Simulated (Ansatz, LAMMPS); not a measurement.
# Structural relaxation of a frame of liquid (Cs,K,Li)F from 1300 K (82 atoms), part 2 of 3

How does a frame of liquid (Cs,K,Li)F from 1300 K (82 atoms) relax, and what do bonds, charges and levels look like afterwards?

Ansatz 0.2.0; Kohn-Sham DFT, PBE, PAW (set soft_2), plane waves.

The cell: 15 Cs, 8 K, 18 Li and 41 F. The network of bonds at the start is that of the classical potential that made the cell. The ion parameters were fitted for water, not for melts. Only the Γ point is sampled, in a cell whose shortest periodic width is 13 Å. No spin–orbit coupling is included.

So far. Step 3 (Single point at the start): The r.m.s. force component of 0.46 eV/Å and the pressure of -1.9 GPa set the starting point.

**4. Relaxation**

The atoms are relaxed in the fixed cell, aiming at the force tolerance of the input.

input.yaml reads:

```yaml
crystal:
  lattice:
    - [12.8285, 0.0, 0.0]
    - [0.0, 12.8285, 0.0]
    - [0.0, 0.0, 12.8285]
  atoms:
    [... the 82 atom lines of step 3 ...]
kpoints:
  mp_grid: { grid: [1, 1, 1] }
hamiltonian:
  xc: pbe
scf:
  occupations: { method: fixed }
output:
  forces: true
relax:
  f_tol: 0.03
  max_steps: 200
```

Run with:

```bash
ansatz run input.yaml --threads 4 --pin off --max-ram 8192MiB --backend cpu --events-out ev --progress --plain --runs-dir out
```

Numbers of over 12 decimals in the logs are rounded to 6 here.

Log:

```text
[...]
Crystal: 82 atoms, lattice volume = 2111.192 Å³
Basis set: ecut = 420 eV, 41347 PW (Γ), exchange–correlation on 180×180×180 points (8 copies of the dense FFT grid, shifted against one another)
Bands: 356, of which v1, the nominal top of the filled ones, is band 274 counted from 1 (273 counted from 0)
Symmetry: 1 space group operations
[...]
k-points: 1
[...]
SCF iter   1: F=—  HF=-134284.357517 eV  |F-HF|=—  |Δ(HF+E_count)|=         —  Δρ=1.40e-3  dr2=8.05e-2  ethr=1.77e-3  ⟨swp⟩=5.0  Hψ=1142  notcnv=0  defer=79
[...]
SCF iter   6: F=-134284.341270 eV  HF=-134284.341274 eV  |F-HF|=4.35e-6  |Δ(HF+E_count)|=   3.20e-5  Δρ=3.24e-5  dr2=1.83e-5  ethr=4.11e-9  ⟨swp⟩=3.0  Hψ=1385  notcnv=0
SCF 1 converged in 6 iterations: F = -134284.341270 eV  dr2 = 1.83e-5
[...]
relax step   1: F+E_penalty+E_count = -134284.34126994 eV  Δ(F+E_penalty+E_count) = +0.000e0 eV  max|allowed force component| = 1.474e0 eV/Å  Δτ_max = 0.0000 Å  (6 SCF iters, dr2 threshold 2.25e-5 eV, accepted)
[...]
relax step   2: F+E_penalty+E_count = -134288.07586074 eV  Δ(F+E_penalty+E_count) = -3.735e0 eV  max|allowed force component| = 9.193e-1 eV/Å  Δτ_max = 0.1950 Å  (6 SCF iters, dr2 threshold 1.00e-4 eV, accepted)
[...]
relax step   3: F+E_penalty+E_count = -134291.34896542 eV  Δ(F+E_penalty+E_count) = -3.273e0 eV  max|allowed force component| = 6.084e-1 eV/Å  Δτ_max = 0.1950 Å  (7 SCF iters, dr2 threshold 5.28e-5 eV, accepted)
relax step   4: F+E_penalty+E_count = -134293.24765109 eV  Δ(F+E_penalty+E_count) = -1.899e0 eV  max|allowed force component| = 4.323e-1 eV/Å  Δτ_max = 0.1950 Å  (7 SCF iters, dr2 threshold 1.00e-4 eV, accepted)
relax step   5: F+E_penalty+E_count = -134294.61745332 eV  Δ(F+E_penalty+E_count) = -1.370e0 eV  max|allowed force component| = 2.861e-1 eV/Å  Δτ_max = 0.1971 Å  (7 SCF iters, dr2 threshold 8.18e-5 eV, accepted)
relax step   6: F+E_penalty+E_count = -134295.51298951 eV  Δ(F+E_penalty+E_count) = -8.955e-1 eV  max|allowed force component| = 2.471e-1 eV/Å  Δτ_max = 0.1955 Å  (7 SCF iters, dr2 threshold 3.58e-5 eV, accepted)
relax step   7: F+E_penalty+E_count = -134296.12639280 eV  Δ(F+E_penalty+E_count) = -6.134e-1 eV  max|allowed force component| = 2.111e-1 eV/Å  Δτ_max = 0.1971 Å  (7 SCF iters, dr2 threshold 2.67e-5 eV, accepted)
relax step   8: F+E_penalty+E_count = -134296.51547915 eV  Δ(F+E_penalty+E_count) = -3.891e-1 eV  max|allowed force component| = 1.833e-1 eV/Å  Δτ_max = 0.2000 Å  (7 SCF iters, dr2 threshold 3.25e-5 eV, accepted)
relax step   9: F+E_penalty+E_count = -134296.85151534 eV  Δ(F+E_penalty+E_count) = -3.360e-1 eV  max|allowed force component| = 1.383e-1 eV/Å  Δτ_max = 0.1951 Å  (7 SCF iters, dr2 threshold 2.45e-5 eV, accepted)
relax step  10: F+E_penalty+E_count = -134297.08292623 eV  Δ(F+E_penalty+E_count) = -2.314e-1 eV  max|allowed force component| = 1.568e-1 eV/Å  Δτ_max = 0.1951 Å  (7 SCF iters, dr2 threshold 1.09e-5 eV, accepted)
relax step  11: F+E_penalty+E_count = -134297.25870311 eV  Δ(F+E_penalty+E_count) = -1.758e-1 eV  max|allowed force component| = 1.276e-1 eV/Å  Δτ_max = 0.1953 Å  (7 SCF iters, dr2 threshold 1.40e-5 eV, accepted)
relax step  12: F+E_penalty+E_count = -134297.44335927 eV  Δ(F+E_penalty+E_count) = -1.847e-1 eV  max|allowed force component| = 1.208e-1 eV/Å  Δτ_max = 0.1950 Å  (7 SCF iters, dr2 threshold 1.08e-5 eV, accepted)
relax step  13: F+E_penalty+E_count = -134297.59772603 eV  Δ(F+E_penalty+E_count) = -1.544e-1 eV  max|allowed force component| = 8.549e-2 eV/Å  Δτ_max = 0.1949 Å  (7 SCF iters, dr2 threshold 9.66e-6 eV, accepted)
relax step  14: F+E_penalty+E_count = -134297.72340212 eV  Δ(F+E_penalty+E_count) = -1.257e-1 eV  max|allowed force component| = 1.318e-1 eV/Å  Δτ_max = 0.1984 Å  (7 SCF iters, dr2 threshold 3.66e-6 eV, accepted)
relax step  15: F+E_penalty+E_count = -134297.86344228 eV  Δ(F+E_penalty+E_count) = -1.400e-1 eV  max|allowed force component| = 1.391e-1 eV/Å  Δτ_max = 0.1938 Å  (7 SCF iters, dr2 threshold 8.71e-6 eV, accepted)
relax step  16: F+E_penalty+E_count = -134298.01570610 eV  Δ(F+E_penalty+E_count) = -1.523e-1 eV  max|allowed force component| = 2.164e-1 eV/Å  Δτ_max = 0.1989 Å  (7 SCF iters, dr2 threshold 1.93e-5 eV, accepted)
relax step  17: F+E_penalty+E_count = -134298.15072567 eV  Δ(F+E_penalty+E_count) = -1.350e-1 eV  max|allowed force component| = 1.671e-1 eV/Å  Δτ_max = 0.1905 Å  (6 SCF iters, dr2 threshold 4.68e-5 eV, accepted)
relax step  18: F+E_penalty+E_count = -134298.18460727 eV  Δ(F+E_penalty+E_count) = -3.388e-2 eV  max|allowed force component| = 5.314e-1 eV/Å  Δτ_max = 0.1923 Å  (7 SCF iters, dr2 threshold 1.67e-5 eV, accepted)
relax step  19: F+E_penalty+E_count = -134298.31460789 eV  Δ(F+E_penalty+E_count) = -1.300e-1 eV  max|allowed force component| = 1.093e-1 eV/Å  Δτ_max = 0.2000 Å  (7 SCF iters, dr2 threshold 1.00e-4 eV, accepted)
relax step  20: F+E_penalty+E_count = -134298.35833202 eV  Δ(F+E_penalty+E_count) = -4.372e-2 eV  max|allowed force component| = 1.182e-1 eV/Å  Δτ_max = 0.1951 Å  (10 SCF iters, accepted)
relax step  21: F+E_penalty+E_count = -134298.38291853 eV  Δ(F+E_penalty+E_count) = -2.459e-2 eV  max|allowed force component| = 9.474e-2 eV/Å  Δτ_max = 0.0939 Å  (9 SCF iters, accepted)
relax step  22: F+E_penalty+E_count = -134298.40292973 eV  Δ(F+E_penalty+E_count) = -2.001e-2 eV  max|allowed force component| = 4.732e-2 eV/Å  Δτ_max = 0.0523 Å  (6 SCF iters, dr2 threshold 5.77e-6 eV, accepted)
relax step  23: F+E_penalty+E_count = -134298.42762045 eV  Δ(F+E_penalty+E_count) = -2.469e-2 eV  max|allowed force component| = 3.760e-2 eV/Å  Δτ_max = 0.1507 Å  (10 SCF iters, accepted)
relax step  24: F+E_penalty+E_count = -134298.45017216 eV  Δ(F+E_penalty+E_count) = -2.255e-2 eV  max|allowed force component| = 6.279e-2 eV/Å  Δτ_max = 0.1951 Å  (9 SCF iters, accepted)
relax step  25: F+E_penalty+E_count = -134298.47763258 eV  Δ(F+E_penalty+E_count) = -2.746e-2 eV  max|allowed force component| = 6.886e-2 eV/Å  Δτ_max = 0.1935 Å  (7 SCF iters, dr2 threshold 2.49e-6 eV, accepted)
relax step  26: F+E_penalty+E_count = -134298.49919439 eV  Δ(F+E_penalty+E_count) = -2.156e-2 eV  max|allowed force component| = 8.044e-2 eV/Å  Δτ_max = 0.1951 Å  (7 SCF iters, dr2 threshold 4.74e-6 eV, accepted)
relax step  27: F+E_penalty+E_count = -134298.51741877 eV  Δ(F+E_penalty+E_count) = -1.822e-2 eV  max|allowed force component| = 7.954e-2 eV/Å  Δτ_max = 0.0860 Å  (7 SCF iters, dr2 threshold 6.47e-6 eV, accepted)
relax step  28: F+E_penalty+E_count = -134298.53321393 eV  Δ(F+E_penalty+E_count) = -1.580e-2 eV  max|allowed force component| = 3.251e-2 eV/Å  Δτ_max = 0.2000 Å  (7 SCF iters, dr2 threshold 6.19e-6 eV, accepted)
relax step  29: F+E_penalty+E_count = -134298.53807968 eV  Δ(F+E_penalty+E_count) = -4.866e-3 eV  max|allowed force component| = 3.384e-2 eV/Å  Δτ_max = 0.0448 Å  (8 SCF iters, accepted)
relax step  30: F+E_penalty+E_count = -134298.54321571 eV  Δ(F+E_penalty+E_count) = -5.136e-3 eV  max|allowed force component| = 2.677e-2 eV/Å  Δτ_max = 0.0543 Å  (8 SCF iters, accepted)
relax step  31: F+E_penalty+E_count = -134298.55560229 eV  Δ(F+E_penalty+E_count) = -1.239e-2 eV  max|allowed force component| = 6.224e-2 eV/Å  Δτ_max = 0.1954 Å  (9 SCF iters, accepted)
relax step  32: F+E_penalty+E_count = -134298.56645497 eV  Δ(F+E_penalty+E_count) = -1.085e-2 eV  max|allowed force component| = 5.929e-2 eV/Å  Δτ_max = 0.1945 Å  (8 SCF iters, dr2 threshold 2.42e-6 eV, accepted)
relax step  33: F+E_penalty+E_count = -134298.57969396 eV  Δ(F+E_penalty+E_count) = -1.324e-2 eV  max|allowed force component| = 4.269e-2 eV/Å  Δτ_max = 0.0487 Å  (6 SCF iters, dr2 threshold 3.19e-6 eV, accepted)
relax step  34: F+E_penalty+E_count = -134298.60175694 eV  Δ(F+E_penalty+E_count) = -2.206e-2 eV  max|allowed force component| = 3.491e-2 eV/Å  Δτ_max = 0.2000 Å  (8 SCF iters, dr2 threshold 9.45e-7 eV, accepted)
relax step  35: F+E_penalty+E_count = -134298.62141959 eV  Δ(F+E_penalty+E_count) = -1.966e-2 eV  max|allowed force component| = 5.879e-2 eV/Å  Δτ_max = 0.1927 Å  (9 SCF iters, accepted)
relax step  36: F+E_penalty+E_count = -134298.64575706 eV  Δ(F+E_penalty+E_count) = -2.434e-2 eV  max|allowed force component| = 4.037e-2 eV/Å  Δτ_max = 0.1905 Å  (7 SCF iters, dr2 threshold 2.31e-6 eV, accepted)
relax step  37: F+E_penalty+E_count = -134298.67431293 eV  Δ(F+E_penalty+E_count) = -2.856e-2 eV  max|allowed force component| = 5.049e-2 eV/Å  Δτ_max = 0.1950 Å  (9 SCF iters, accepted)
relax step  38: F+E_penalty+E_count = -134298.69621633 eV  Δ(F+E_penalty+E_count) = -2.190e-2 eV  max|allowed force component| = 7.258e-2 eV/Å  Δτ_max = 0.1960 Å  (8 SCF iters, dr2 threshold 1.20e-6 eV, accepted)
relax step  39: F+E_penalty+E_count = -134298.70494601 eV  Δ(F+E_penalty+E_count) = -8.730e-3 eV  max|allowed force component| = 5.516e-2 eV/Å  Δτ_max = 0.0578 Å  (6 SCF iters, dr2 threshold 5.27e-6 eV, accepted)
relax step  40: F+E_penalty+E_count = -134298.71258719 eV  Δ(F+E_penalty+E_count) = -7.641e-3 eV  max|allowed force component| = 3.426e-2 eV/Å  Δτ_max = 0.0609 Å  (7 SCF iters, dr2 threshold 1.76e-6 eV, accepted)
relax step  41: F+E_penalty+E_count = -134298.71781771 eV  Δ(F+E_penalty+E_count) = -5.231e-3 eV  max|allowed force component| = 2.833e-2 eV/Å  Δτ_max = 0.0381 Å  (8 SCF iters, accepted)
relax step  42: F+E_penalty+E_count = -134298.72213787 eV  Δ(F+E_penalty+E_count) = -4.320e-3 eV  max|allowed force component| = 3.114e-2 eV/Å  Δτ_max = 0.0452 Å  (8 SCF iters, accepted)
[...]
relax step  43: F+E_penalty+E_count = -134298.72496697 eV  Δ(F+E_penalty+E_count) = -2.829e-3 eV  max|allowed force component| = 2.689e-2 eV/Å  Δτ_max = 0.0477 Å  (8 SCF iters, accepted)
SCF converged after 8 iterations
Free energy (F): -134298.724967 eV
[...]
Internal energy: -134298.724967 eV  (E = F + TS)
E sigma→0 (E₀):  -134298.724967 eV
Fermi energy:    -0.297339 eV
[...]
--- Forces (eV/Å), atoms counted from 1 ---
  atom   1  Cs    -0.00151062    -0.00217218     0.00506363
  atom   2  Cs     0.00238759     0.00323009     0.00143298
  atom   3  Cs     0.00325756     0.00059941     0.00033006
  atom   4  Cs    -0.00428000    -0.00001216     0.00093995
  atom   5  Cs    -0.00559259    -0.00330132    -0.00228360
  atom   6  Cs     0.00485067     0.00243750    -0.00300392
  atom   7  Cs     0.00069727     0.00047912     0.00308760
  atom   8  Cs     0.00604374     0.00058223    -0.00452732
  atom   9  Cs    -0.00277754     0.00300887    -0.00788095
  atom  10  Cs     0.00096181    -0.00128637    -0.00213355
  atom  11  Cs    -0.00089274     0.00002472    -0.00260770
  atom  12  Cs     0.00274216     0.00170032    -0.00282852
  atom  13  Cs    -0.00585747    -0.00178555     0.00441831
  atom  14  Cs    -0.00410392     0.00211111     0.00001177
[...]
atom  81  F      0.00114424     0.00315669     0.00117011
  atom  82  F      0.00583464    -0.00623654     0.00237146
  max |Σ_I F_I| component: 4.26e-5 eV/Å
--- Relaxed structure (43 steps of the walk, 43 accepted, 0 SCFs on fresh bases) ---
  F+E_penalty+E_count = -134298.72496697 eV   max|allowed force component| = 2.689e-2 eV/Å
  atoms:
    - { symbol: Cs, position: [0.373609, 0.454339, 0.410806] }
    - { symbol: Cs, position: [0.074928, 0.661797, 0.069152] }
    - { symbol: Cs, position: [0.397693, 1.042338, 0.944842] }
    - { symbol: Cs, position: [-0.038648, 0.397685, 0.948486] }
[...]
- { symbol: F, position: [0.543383, 0.366384, 0.531524] }
```

It took 8.9 min on 4 threads of Arm Neoverse V2, shared host; peak memory 2.3 GiB.

The steps of the relaxation (22 of 43):

```csv
step,energy less that of the first step (eV),largest force component (eV/Å)
1,0.0000,1.4736
3,-7.0077,0.6084
5,-10.2762,0.2861
7,-11.7851,0.2111
9,-12.5102,0.1383
11,-12.9174,0.1276
13,-13.2565,0.0855
15,-13.5222,0.1391
17,-13.8095,0.1671
19,-13.9733,0.1093
21,-14.0416,0.0947
23,-14.0863,0.0376
25,-14.1364,0.0689
27,-14.1761,0.0795
29,-14.1968,0.0338
31,-14.2143,0.0622
33,-14.2384,0.0427
35,-14.2802,0.0588
37,-14.3330,0.0505
39,-14.3637,0.0552
41,-14.3765,0.0283
43,-14.3837,0.0269
```

The atoms that moved most (Å):

```csv
atom,dx,dy,dz,length
F47,-0.708,0.394,-2.337,2.474
F79,0.380,0.616,2.016,2.142
Cs3,1.242,0.641,1.604,2.127
F44,-1.075,-1.455,0.809,1.982
Cs14,0.838,-1.572,0.005,1.782
F42,1.702,-0.266,0.326,1.753
Cs2,-0.435,1.599,-0.354,1.694
F51,0.533,-1.230,0.829,1.576
```

The relaxation changed the energy by -175 meV/atom, and atoms moved by 1.1 Å r.m.s., 2.5 Å at most.

**5. Structure statistics after relaxation**

Bonds before and after, by the cutoffs listed below:

```csv
pair,bonds before,bonds after,mean before (Å),mean after (Å),spread before (Å),spread after (Å)
F-Li,59,65,2.102,1.896,0.148,0.078
F-Cs,71,76,3.002,3.051,0.261,0.171
F-K,41,40,2.890,2.711,0.279,0.167
```

Density 2.52 g/cm³, 25.75 Å³ an atom.

g(r), total and by pair (bins of 0.2 Å):

```csv
r (Å),total,F-F,F-Li,F-Cs,F-K,Li-Li,Li-Cs
1.70,0.32,0.00,1.45,0.00,0.00,0.00,0.00
1.90,3.75,0.00,17.05,0.00,0.00,0.00,0.00
2.10,0.48,0.00,2.17,0.00,0.00,0.00,0.00
2.30,0.00,0.00,0.00,0.00,0.00,0.00,0.00
2.50,0.65,0.00,0.00,0.00,4.67,4.00,0.00
2.70,0.96,0.53,0.00,0.18,7.14,2.17,0.00
2.90,1.57,1.31,0.13,5.20,1.49,1.86,0.00
3.10,1.82,3.10,0.00,4.00,0.79,2.66,0.64
3.30,1.38,2.40,0.31,1.64,0.00,3.34,1.69
3.50,0.89,1.07,0.83,0.22,0.00,0.41,2.51
3.70,0.82,0.86,0.74,0.29,0.00,1.90,1.37
3.90,0.80,0.66,0.59,0.27,0.33,1.02,2.23
4.10,0.93,0.70,1.28,0.49,1.07,0.00,1.30
4.30,0.98,0.93,1.56,0.60,0.42,0.28,1.18
4.50,1.06,0.99,1.40,0.60,0.89,0.77,1.07
4.70,0.97,0.82,1.23,0.75,1.27,0.23,0.70
4.90,1.05,0.87,1.33,0.85,1.81,0.65,0.79
5.10,0.80,0.77,0.78,0.94,0.60,0.60,0.97
5.30,1.05,1.10,0.86,1.46,1.01,1.10,0.56
5.50,0.83,1.22,0.53,0.86,1.02,0.17,0.51
5.70,0.88,0.92,0.74,1.26,1.33,0.31,0.48
5.90,1.17,1.23,0.88,1.42,1.40,0.90,0.89
6.10,1.00,0.86,1.04,0.96,0.90,1.80,1.33
6.30,0.92,0.86,0.69,1.21,0.90,0.79,1.66
```

Bonds by pair of elements; cutoffs follow the first minimum of g(r), held within bounds set by covalent radii, and pairs that aren't listed don't count as bonded:

```csv
pair A-B,cutoff (Å),bonds,mean length (Å),spread (Å),shortest (Å),B about A,A about B
F-Li,2.46,65,1.90,0.078,1.77,1.58,3.61
F-Cs,3.62,76,3.05,0.171,2.80,1.85,5.07
F-K,3.46,40,2.71,0.167,2.52,0.976,5
```

How many atoms have how many bonded neighbours:

```csv
element,mean,3,4,5,6,7
Cs,5.07,1,2,9,1,2
F,4.42,1,24,14,2,0
K,5,0,3,2,3,0
Li,3.61,7,11,0,0,0
```

Bond angles, per cent of each kind in bins of 5°:

```csv
angle (°),F-Cs-F,Cs-F-Li,F-Li-F,F-K-F,Cs-F-K
50–55,2.5,0.0,0.0,0.0,0.0
55–60,4.3,0.0,0.0,3.6,0.0
60–65,7.4,0.0,0.0,2.4,0.0
65–70,4.9,1.1,0.0,6.0,0.0
70–75,3.7,5.3,0.0,7.2,4.9
75–80,3.7,8.5,0.0,6.0,4.9
80–85,8.6,3.2,0.0,6.0,14.8
85–90,6.8,17.0,6.9,4.8,4.9
90–95,6.2,9.6,9.2,9.6,9.8
95–100,2.5,6.4,5.8,3.6,4.9
100–105,6.8,9.6,6.9,4.8,9.8
105–110,4.9,6.4,11.5,7.2,1.6
110–115,6.8,3.2,18.4,6.0,8.2
115–120,3.1,6.4,16.1,6.0,3.3
120–125,3.1,2.1,10.3,2.4,4.9
125–130,4.3,2.1,8.1,4.8,8.2
130–135,4.3,2.1,4.6,2.4,1.6
135–140,2.5,1.1,2.3,3.6,3.3
140–145,3.7,2.1,0.0,3.6,0.0
145–150,3.1,1.1,0.0,2.4,1.6
150–155,1.2,3.2,0.0,1.2,4.9
155–160,2.5,4.3,0.0,1.2,6.6
160–165,1.2,1.1,0.0,2.4,0.0
165–170,0.6,2.1,0.0,0.0,0.0
170–175,0.6,2.1,0.0,2.4,1.6
175–180,0.6,0.0,0.0,0.0,0.0
```

Bond angles (no mean is given where the spread exceeds 20°):

```csv
angle,count,mean (°),spread (°)
F-Cs-F,162,-,-
Cs-F-Li,94,-,-
F-Li-F,87,111,12.7
F-K-F,83,-,-
Cs-F-K,61,-,-
```

Bond length by coordination (bonds to H left out):

```csv
element,coordination,atoms,mean bond length (Å)
Cs,3,1,2.86
Cs,4,2,2.97
Cs,5,9,3.04
Cs,6,1,3.02
Cs,7,2,3.18
F,3,1,1.92
F,4,24,2.51
F,5,14,2.62
F,6,2,2.74
K,4,3,2.63
K,5,2,2.70
K,6,3,2.77
Li,3,7,1.83
Li,4,11,1.93
```

First main peaks of g(r), for some of the pairs, lie near 3.2 Å (F-F), 1.9 Å (F-Li), 2.9 Å (F-Cs), 2.6 Å (F-K) and 2.6 Å (Li-Li). With the cutoffs above, 60 % of Cs atoms have 5, 59 % of F atoms have 4, 38 % of K atoms have 4 and as many 6 and 61 % of Li atoms have 4 bonded neighbours.

(Part 2 of 3 ends here.)

[Logs are printed without paths, hosts, clocks, repeated set-up lines and the standing remarks that a program may print on its own settings, such as how far it seeks lower states.]

[Hosts, paths, dates, database ids (printed as entryN), source tags and the programs' standing remarks are cut or masked in the printed files.]
